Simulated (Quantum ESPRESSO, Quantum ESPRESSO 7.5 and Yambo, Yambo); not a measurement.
**SiO2 (Quartz): G0W0 on several meshes in Yambo**

Aim: the GW shift of SiO2 (Quartz) against the k mesh.

Method: LDA and many-body steps on it, plane waves, in Quantum ESPRESSO 7.5 and Yambo 5.3.0.

## (1) Starting point

The structure is trigonal, space group P3_121 (No. 152). Conventional cell: a = 4.916 Å, b = 4.916 Å, c = 5.409 Å, α = 90.00°, β = 90.00°, γ = 120.00°. Nearest to Si lie 4 O at 1.61 Å. O has 2 Si at 1.61 Å nearest. Farther neighbours and most contacts between anions are not listed.

As a file:

```cif
data_structure
_symmetry_space_group_name_H-M 'P 1'
_symmetry_Int_Tables_number 1
_cell_length_a 4.9158
_cell_length_b 4.9158
_cell_length_c 5.4091
_cell_angle_alpha 90.000
_cell_angle_beta 90.000
_cell_angle_gamma 120.000
_cell_volume 113.20
loop_
_atom_site_label
_atom_site_type_symbol
_atom_site_fract_x
_atom_site_fract_y
_atom_site_fract_z
_atom_site_occupancy
Si1 Si 0.53030 0.00000 0.33333 1
Si2 Si 0.00000 0.53030 0.66667 1
Si3 Si 0.46970 0.46970 0.00000 1
O4 O 0.14620 0.41420 0.88100 1
O5 O 0.58580 0.73200 0.21433 1
O6 O 0.26800 0.85380 0.54767 1
O7 O 0.41420 0.14620 0.11900 1
O8 O 0.73200 0.58580 0.78567 1
O9 O 0.85380 0.26800 0.45233 1
```

The cell and positions come from the Crystallography Open Database and are kept as given unless a step says otherwise.

## (2) Empty states on the mesh, 3×3×1 mesh, 143 bands

This step: Quantum ESPRESSO 7.5; DFT, LDA, plane waves, norm-conserving pseudopotentials.

The sums over transitions need many empty states on a uniform mesh; this step solves for them.

pw.in

```
&control
  calculation = 'nscf'
  prefix = 'x'
  outdir = 'o'
  pseudo_dir = 'pseudo'
/
&system
  ibrav = 0
  nat = 9
  ntyp = 2
  ecutwfc = 72.0
  nbnd = 143
  force_symmorphic = .true.
/
&electrons
  conv_thr = 1e-9
  electron_maxstep = 80
  diago_full_acc = .true.
  diago_thr_init = 5e-6
/
ATOMIC_SPECIES
  Si 28.085 Si.upf
  O 15.999 O.upf
CELL_PARAMETERS angstrom
  4.9158000000 0.0000000000 0.0000000000
  -2.4579000000 4.2572076799 0.0000000000
  0.0000000000 0.0000000000 5.4091000000
ATOMIC_POSITIONS crystal
  Si 0.5303000000 0.0000000000 0.3333333333
  Si 0.0000000000 0.5303000000 0.6666666667
  Si 0.4697000000 0.4697000000 0.0000000000
  O 0.1462000000 0.4142000000 0.8810000000
  O 0.5858000000 0.7320000000 0.2143333333
  O 0.2680000000 0.8538000000 0.5476666667
  O 0.4142000000 0.1462000000 0.1190000000
  O 0.7320000000 0.5858000000 0.7856666667
  O 0.8538000000 0.2680000000 0.4523333333
K_POINTS automatic
  3 3 1 0 0 0
```

The run is started by

```
$ OMP_NUM_THREADS=1 mpirun -n 8 pw.x -nk 4 -in pw.in > pw.out
```

The program printed:

```text
Program PWSCF v.7.5 starts

     This program is part of the open-source Quantum ESPRESSO suite
     for quantum simulation of materials; please cite
         "P. Giannozzi et al., J. Phys.:Condens. Matter 21 395502 (2009);
         "P. Giannozzi et al., J. Phys.:Condens. Matter 29 465901 (2017);
         "P. Giannozzi et al., J. Chem. Phys. 152 154105 (2020);
     in publications or presentations arising from this work. More details at

     Atomic positions and unit cell read from directory:
     o/x.save/

     Message from routine setup:
[...]
k = 0.3333 0.5774 0.0000 (  7866 PWs)   bands (ev):

[...]
32.9622  33.2075  33.2075  34.7448  34.7448  35.2454  35.5931  35.5931
     [... 6 further rows ...]
    52.8634  53.7519  53.7519  53.8105  53.9938  54.4458  54.4458  55.2642
    55.3417  55.3417  56.2024  56.2024  56.6981  57.7238  57.7238

          k =-0.3333 0.1925 0.0000 (  7882 PWs)   bands (ev):

     highest occupied, lowest unoccupied level (ev):     2.1720    7.9734

     XML data file, pseudopotentials, collected wavefunctions

=------------------------------------------------------------------------------=
   JOB DONE.
=------------------------------------------------------------------------------=
```

Wall time 7.4 s (8 MPI ranks of Arm Neoverse V1, shared host); peak memory 0.82 GiB.

Numbers from this step:

```yaml
gap: 5.801 eV
k_of_the_valence_top: 0.3333, 0.3333, 0
k_of_the_conduction_bottom: 0, 0, 0
least_direct_gap: 6.126 eV
k_points_computed: 4
lowest_point_of_the_top_converged_band_above_the_valence_top: 55.5517 eV
```

On this mesh the gap is 5.801 eV.

The density comes from a self-consistent run that is not shown.

## (3) Conversion and set-up

This step: Yambo 5.3.0; conversion and set-up on LDA, plane waves, norm-conserving pseudopotentials.

The states are converted to the many-body program's format and the q mesh is built.

The run is started by

```
$ (cd o/x.save; p2y > p2y.log; mv SAVE ../..); yambo > setup.log
```

The program printed:

```text
 Yambo, version 5.3.0

 [02] CORE Variables Setup
 =========================

  [02.01] Unit cells
  ==================

  Cell kind             :  HCP
  Atoms in the cell     :  Si  O
  number of Si atoms    :  3
  number of O  atoms    :   6

  List of atomic masses
  Mass of Si    :  28.08500
  Mass of O     :  15.99900

  List of atomic coordinates    : [cc]
  Si1       :  4.926230  0.000000  3.407239  order 1
  Si2       : -2.463115  4.266240  6.814478  order 2
  Si3       :  2.181643  3.778716  0.000000  order 3
  O1       : -0.565732  3.332221  9.005333  order 4
[...]
[03] Transferred momenta grid and indexing
 ==========================================

 IBZ Q-points                                      :   4
 BZ  Q-points                                      :   9

 K/Q-points units:
 rlu = crystal or reduced units; cc = cartesian coordinates; iku = interal k-units

 Q [1]          [rlu]:  0.000000  0.000000  0.000000
 Q [2]          [rlu]:  0.72872E-17  0.33333       0.0000
 Q [3]          [rlu]:  0.333333  0.333333  0.000000
 Q [4]          [rlu]: -0.333333  0.333333  0.000000

  [03.01] X indexes
  =================

   [03.01.01] Sigma indexes
   ========================

 [06] Game Over & Game summary
```

The job ended after 2.1 s (1 MPI rank; peak memory 0.24 GiB).

## (4) 3×3×1

Now the one-shot GW correction: screening in the RPA, then the self-energy of the levels asked for.

This step: G0W0 on LDA, plane waves, norm-conserving pseudopotentials.

gw13.in

```
HF_and_locXC
gw0
dyson
ppa
em1d
rim_cut
RandQpts= 1000000
RandGvec= 1 RL
EXXRLvcs= 72 Ry
VXCRLvcs= 288 Ry
Chimod= "HARTREE"
% BndsRnXp
 1 | 143 |
%
NGsBlkXp= 9 Ry
% LongDrXp
 1 | 1 | 1 |
%
% GbndRnge
 1 | 143 |
%
DysSolver= "n"
ExtendOut
PPAPntXp= 27.21138 eV
% QPkrange
 3 | 3 | 23 | 26 |
 1 | 1 | 23 | 26 |
%
```

The run is started by

```
$ OMP_NUM_THREADS=2 mpirun -n 4 yambo -F gw13.in -J gw13 -C gw13 > gw13.log
```

The program printed:

```text
 Yambo, version 5.3.0

 [02] CORE Variables Setup
 =========================

  [... cell, symmetries and grids as in the set-up ...]

  [02.05] Energies & Occupations
  ==============================

  [X] === General ===
  [X] Electronic Temperature                        :  0.000000  0.000000 [eV K]
  [X] Bosonic    Temperature                        :  0.000000  0.000000 [eV K]
  [X] Finite Temperature mode                       : no
  [X] El. density                                   :  0.42403E+24 [cm-3]
  [X] Fermi Level                                   :  2.172031 [eV]

  [X] === Gaps and Widths ===
  [X] Conduction Band Min                           :  5.801381 [eV]
  [X] Valence Band Max                              :  0.000000 [eV]
  [X] Filled Bands                                  :  24
  [X] Empty Bands                                   :   25  143
  [X] Direct Gap                                    :  6.125512 [eV]
  [X] Direct Gap localized at k                     :  1
  [X] Indirect Gap                                  :  5.801381 [eV]
  [X] Indirect Gap between kpts                     :  3  1
  [X] Last valence band width                       :  0.324131 [eV]
  [X] 1st conduction band width                     :  2.898266 [eV]

 [03] Transferred momenta grid and indexing
 ==========================================

 IBZ Q-points                                      :   4
 BZ  Q-points                                      :   9

 K/Q-points units:
 rlu = crystal or reduced units; cc = cartesian coordinates; iku = interal k-units

 Q [1]          [rlu]:  0.000000  0.000000  0.000000
 Q [2]          [rlu]:  0.72872E-17  0.33333       0.0000
 Q [3]          [rlu]:  0.333333  0.333333  0.000000
 Q [4]          [rlu]: -0.333333  0.333333  0.000000

 [04] Coloumb potential Random Integration (RIM)
 ===============================================

  [04.01] RIM initialization
  ==========================

  * Diagonal components only detected *

  8 x (sBL volume)        :  0.288633 [a.u.]
  sBZ random points       :  1000000
  Points outside the sBZ  :   7981908
  RL volume               :  0.324712 [a.u.]
  Integrated volume       :  0.325448 [a.u.]

  [04.02] RIM integrals
  =====================

  Gamma point sphere radius             :  0.119876 [a.u.]
  Points outside the sphere             :   799775
  [Int_sBZ(q=0) 1/q^2]*(Vol_sBZ)^(-1/3) =:  7.041501
                                 should be <:  7.795600

  Summary of Coulomb integrals for non-metallic bands |Q|[au] RIM/Bare

  Q [1] 0.100000E-4 0.903266 * Q [4] 0.260336 0.794398
  Q [2] 0.260336 0.794676 * Q [3] 0.450916 0.910252

 [05] Dipoles
 ============

  [05.01] Setup: observables and procedures
  =========================================

  [WARNING] [x,Vnl] slows the Dipoles computation. To neglect it rename the ns.kb_pp file

 [06] Dynamic Dielectric Matrix (PPA)
 ====================================

 [WR./gw13//ndb.pp]--------------------------------------------------------------
  Brillouin Zone Q/K grids (IBZ/BZ)                :   4   9   4   9
  RL vectors                                       :   9095 [WF]
  Coulomb cutoff potential                         : none
  Electronic Temperature                           :  0.000000 [K]
  Bosonic    Temperature                           :  0.000000 [K]
  PPA    diel. fun.  energies                      : Slater exchange(X)+Perdew & Wang(C)
  wavefunctions                                    : Slater exchange(X)+Perdew & Wang(C)
  Global Gauge                                     : length
  X matrix size                                    :   387
  X band range                                     :    1  143
  X e/h energy range                               : -1.000000 -1.000000 [eV]
  X Time ordering                                  : R
  X Hxc Kernel                                     : HARTREE
  X Drude frequency                                :  0.000000  0.000000
  X poles                                          :  100.0000 [o/o]
  RL vectors in the sum                            :   9095
  [r,Vnl] included                                 : yes
  Field direction                                  :  0.577350E-5  0.577350E-5  0.577350E-5
  BZ energy Double Grid                            : no
  BZ energy DbGd points                            : 0
  BZ Q point size factor                           : -1.000000
  X Optical Averaged directions                    : none

 [07] Local Exchange-Correlation + Non-Local Fock
 ================================================

 [VXC] Plane waves :   63145
 [EXS] Plane waves :   7959

 QP @ state[ 1 ] K range:  1  1
 QP @ state[ 1 ] b range:  23  26
 QP @ state[ 2 ] K range:  3  3
 QP @ state[ 2 ] b range:  23  26

 [xc] Functional : Slater exchange(X)+Perdew & Wang(C)
 [xc] LIBXC used to calculate xc functional
  PP Number of Atomic Species                      :  2
  NLCC RL compoments                               :   63145
  PP Number of Atomic Species                      :  2
  NLCC RL compoments                               :   63145

 [xc] E_xc :  -24.87960 [Ha]
      E_xc :  -49.75920 [Ry]

  Local XC kind (lXC) : Slater exchange(X)+Perdew & Wang(C)
  Non-Local XC kind (nlXC) : Hartree-Fock

  Corrections @ K [1] :  [eV]
 <23|nlXC|23> = -25.05193  0.31443E-17 <23|lXC|23> = -19.28126 -0.94408E-16
 <24|nlXC|24> = -25.05281  0.11958E-16 <24|lXC|24> = -19.28126 -0.37763E-15
 <25|nlXC|25> = -6.392941 -0.11086E-17 <25|lXC|25> = -11.31375 -0.18882E-15
 <26|nlXC|26> = -5.245810  0.64198E-18 <26|lXC|26> = -10.83939  0.18882E-15

  Corrections @ K [3] :  [eV]
 <23|nlXC|23> = -25.34307  0.45166E-17 <23|lXC|23> = -19.49688 -0.18882E-15
 <24|nlXC|24> = -25.58062 -0.10326E-16 <24|lXC|24> = -19.83829 -0.14161E-15
 <25|nlXC|25> = -7.010089  0.29271E-18 <25|lXC|25> = -12.57272  0.000000
 <26|nlXC|26> = -7.007617  0.25001E-17 <26|lXC|26> = -12.57272  0.11801E-16

 [08] Dyson equation: Newton solver
 ==================================

  [08.01] G0W0 (W PPA)
  ====================

  [  GW  ] Bands range     :    1  143
  [GW/PPA] G damping       :  0.100000 [eV]

  QP @ state[ 1 ] K range:  1  1
  QP @ state[ 1 ] b range:  23  26
  QP @ state[ 2 ] K range:  3  3
  QP @ state[ 2 ] b range:  23  26

   Sc/G bands                                       :    1  143
   Sc/G damping                                     :  0.100000 ev
   Sc bands terminator                              : no
   Sx RL components                                 :   7959

   QP @ state[ 1 ] K range                          :  1  1
   QP @ state[ 1 ] b range                          :  23  26
   QP @ state[ 2 ] K range                          :  3  3
   QP @ state[ 2 ] b range                          :  23  26
   GF energies kind                                 : Slater exchange(X)+Perdew & Wang(C)
   GF WF`s kind                                     : Slater exchange(X)+Perdew & Wang(C)
   Xs energies kind                                 : Slater exchange(X)+Perdew & Wang(C)
   Xs WF`s kind                                     : Slater exchange(X)+Perdew & Wang(C)

 [11] Game Over & Game summary
```

Wall time 25 s (4 MPI ranks); peak memory 1.5 GiB.

Numbers from this step:

| Property | Result |
| --- | --- |
| G0W0 gap on the points computed | 8.698 eV |
| starting gap on the mesh | 5.801 eV |
| k of the valence top | 0.3333, 0.3333, 0 |
| k of the conduction bottom | 0, 0, 0 |
| least direct G0W0 gap on the computed points | 9.083 eV |
| Z at the valence top | 0.8180 |
| Z at the conduction bottom | 0.8694 |

The gap on the mesh goes from 5.80 eV to 8.70 eV, a correction of +2.90 eV.

## (5) Empty states on the mesh, 3×3×4 mesh, 143 bands

This step: Quantum ESPRESSO 7.5; DFT, LDA, plane waves, norm-conserving pseudopotentials.

pw.in: that of step 2 with these lines changed.

```diff
@@ -38,2 +38,2 @@
 K_POINTS automatic
-  3 3 1 0 0 0
+  3 3 4 0 0 0
```

The run is started by

```
$ OMP_NUM_THREADS=1 mpirun -n 8 pw.x -nk 4 -in pw.in > pw.out
```

The program printed:

```text
[banner, memory and clock lines left out]
Program PWSCF v.7.5 starts

     Atomic positions and unit cell read from directory:
     o/x.save/

     Message from routine setup:
     using ibrav=0 with symmetry is DISCOURAGED, use correct ibrav instead

     bravais-lattice index     =            0
     lattice parameter (alat)  =       9.2895  a.u.
     unit-cell volume          =     763.9073 (a.u.)^3
     number of atoms/cell      =            9
     number of atomic types    =            2
     number of electrons       =        48.00
[...]
[... 6 further rows ...]
[...]
56.2614  56.4265  56.9893  57.4971  57.7433  58.0404  58.1838

          k = 0.0000 0.0000-0.4544 (  7912 PWs)   bands (ev):

[...]
32.7597  33.0618  33.0618  34.1120  34.1120  34.2058  34.3340  35.0444
     [... 6 further rows ...]
    54.6219  54.6219  54.8469  55.2580  55.2580  55.6502  55.6909  55.9853
    56.7668  56.7668  57.6767  57.6767  57.9390  57.9390  57.9872

          k = 0.0000 0.3849 0.0000 (  7882 PWs)   bands (ev):

     [... further k-points ...]

     highest occupied, lowest unoccupied level (ev):     2.1720    7.9734

     XML data file, pseudopotentials, collected wavefunctions
```

It took 30 s on 8 MPI ranks; peak memory 0.82 GiB.

This step gave:

| Item | Value |
| --- | --- |
| gap | 5.801 eV |
| k of the valence top | 0.3333, 0.3333, 0 |
| k of the conduction bottom | 0, 0, 0 |
| least direct gap | 6.126 eV |
| k points computed | 14 |
| lowest point of the top converged band, above the valence top | 55.2529 eV |

On this mesh the gap is 5.801 eV.

(Part 1 of 2 ends here.)

[Paths, hosts, dates, memory and timing lines, banners, echoed tables and standing remarks are left out of the program output.]

[Logs are printed without paths, hosts, clocks, repeated set-up lines and the standing remarks that a program may print on its own settings, such as how far it seeks lower states.]

[Runs of the session that timed out or met a known fault of the program may be left out.]

[Hosts, paths, dates, database ids (printed as entryN), source tags and the programs' standing remarks are cut or masked in the printed files.]
